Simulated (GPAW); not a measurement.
Consider Ag2PdO2 (Immm).

```xyz
5
Lattice="-1.5040 2.2776 4.9489 1.5040 -2.2776 4.9489 1.5040 2.2776 -4.9489" Properties=species:S:1:pos:R:3 pbc="T T T"
Ag    0.0000    0.0000    6.3585
Ag    0.0000    0.0000    3.5392
Pd    0.0000    0.0000    0.0000
O     1.5040    0.0000    1.3590
O     0.0000    2.2776    3.5899
```

Absorber: atom 1, with 2 O at 2.28 Å and 2 O at 2.65 Å (4-fold, site symmetry mm2). Method: GPAW, LDA, excited-electron core hole (neutral cell), 25-atom cell with 7.1 Å between holes, 3×3×3 k points, dipole transitions, Gaussian full width 2.4 eV up to 4 eV, rising linearly to 3.5 eV at 25 eV.

Question: Where do the maxima of the Ag L₃ edge fall?

Main maxima up to 30 eV above the zero (height): 1.6 eV (0.54), 12.6 eV (1.40) and 22.0 eV (2.39). At an L edge the dipole rule selects empty d (and weakly s) states on the absorber, and this run shows no strong white line at the onset. 

The Ag L₃ spectrum (energy from the lowest empty level; intensity scaled to a mean of 1 over the first 20 eV; polarised curves are means over the symmetry-equivalent atoms):

```csv
E (eV),isotropic,ε ∥ x,ε ∥ y,ε ∥ z
-2.0,0.01,0.02,0.01,0.01
-1.4,0.04,0.06,0.02,0.05
-0.8,0.12,0.15,0.07,0.14
-0.2,0.25,0.30,0.15,0.29
0.4,0.39,0.48,0.25,0.46
1.0,0.50,0.63,0.31,0.57
1.6,0.54,0.73,0.32,0.57
2.2,0.52,0.78,0.27,0.50
2.8,0.48,0.77,0.22,0.43
3.4,0.45,0.72,0.20,0.44
4.0,0.46,0.65,0.23,0.51
4.6,0.51,0.62,0.30,0.61
5.2,0.60,0.64,0.42,0.73
5.8,0.70,0.71,0.56,0.84
6.4,0.81,0.81,0.69,0.92
7.0,0.89,0.89,0.79,0.98
7.6,0.92,0.94,0.83,1.00
8.2,0.93,0.94,0.83,1.02
8.8,0.94,0.94,0.82,1.05
9.4,0.97,0.97,0.84,1.11
10.0,1.05,1.07,0.90,1.19
10.6,1.16,1.21,1.01,1.27
11.2,1.27,1.34,1.13,1.34
11.8,1.36,1.42,1.26,1.39
12.4,1.40,1.44,1.36,1.39
13.0,1.39,1.40,1.40,1.36
13.6,1.33,1.33,1.37,1.30
14.2,1.24,1.24,1.27,1.22
14.8,1.15,1.16,1.14,1.16
15.4,1.08,1.10,1.03,1.12
16.0,1.06,1.08,0.97,1.13
16.6,1.09,1.12,0.99,1.17
17.2,1.19,1.22,1.08,1.26
17.8,1.33,1.38,1.23,1.39
18.4,1.53,1.61,1.42,1.57
19.0,1.76,1.85,1.65,1.77
19.6,1.98,2.08,1.88,1.97
20.2,2.16,2.24,2.11,2.14
20.8,2.29,2.32,2.31,2.25
21.4,2.37,2.33,2.46,2.31
22.0,2.39,2.28,2.57,2.31
22.6,2.36,2.20,2.61,2.27
23.2,2.28,2.10,2.58,2.17
23.8,2.17,1.98,2.48,2.05
24.4,2.04,1.85,2.35,1.91
25.0,1.90,1.72,2.20,1.77
25.6,1.76,1.59,2.05,1.65
26.2,1.63,1.47,1.88,1.54
26.8,1.52,1.37,1.72,1.46
27.4,1.43,1.30,1.58,1.40
28.0,1.37,1.25,1.48,1.37
28.6,1.33,1.24,1.42,1.35
29.2,1.31,1.23,1.37,1.33
29.8,1.30,1.24,1.34,1.31
30.4,1.28,1.24,1.30,1.29
31.0,1.25,1.24,1.26,1.26
31.6,1.23,1.23,1.22,1.23
```

Only the L₃ part is meant: spin–orbit coupling of the core level isn't computed and the L₂ copy isn't added. The script folds with a Gaussian, whereas the core hole's own line is a Lorentzian, so the onset is too steep and the first peak too high. The unit cell's mesh shows no gap over 0.35 eV. That is right for a metallic compound; for a small-gap or correlated insulator it would be the fault of the functional or of the assumed magnetic order, and the hole would be screened too well. Lifetime broadening is put in by hand, and intensities beyond about 20 eV depend on it and on the partial waves. The structure is a published determination, not relaxed.

[Banner, clock and machine lines of the logs are left out without a mark of their own.]

[Logs are printed without paths, hosts, clocks, repeated set-up lines and the standing remarks that a program may print on its own settings, such as how far it seeks lower states.]

[Hosts, paths, dates, database ids (printed as entryN), source tags and the programs' standing remarks are cut or masked in the printed files.]

[Lists of maxima count a maximum above −3 eV only where it reaches 4 % of the highest in the window and stands out from its surroundings by 2 % of it (1.5 % where it reaches 55 %); shoulders and weaker maxima are passed over, and of the rest the first, up to two pre-edge ones and the few strongest are named.]
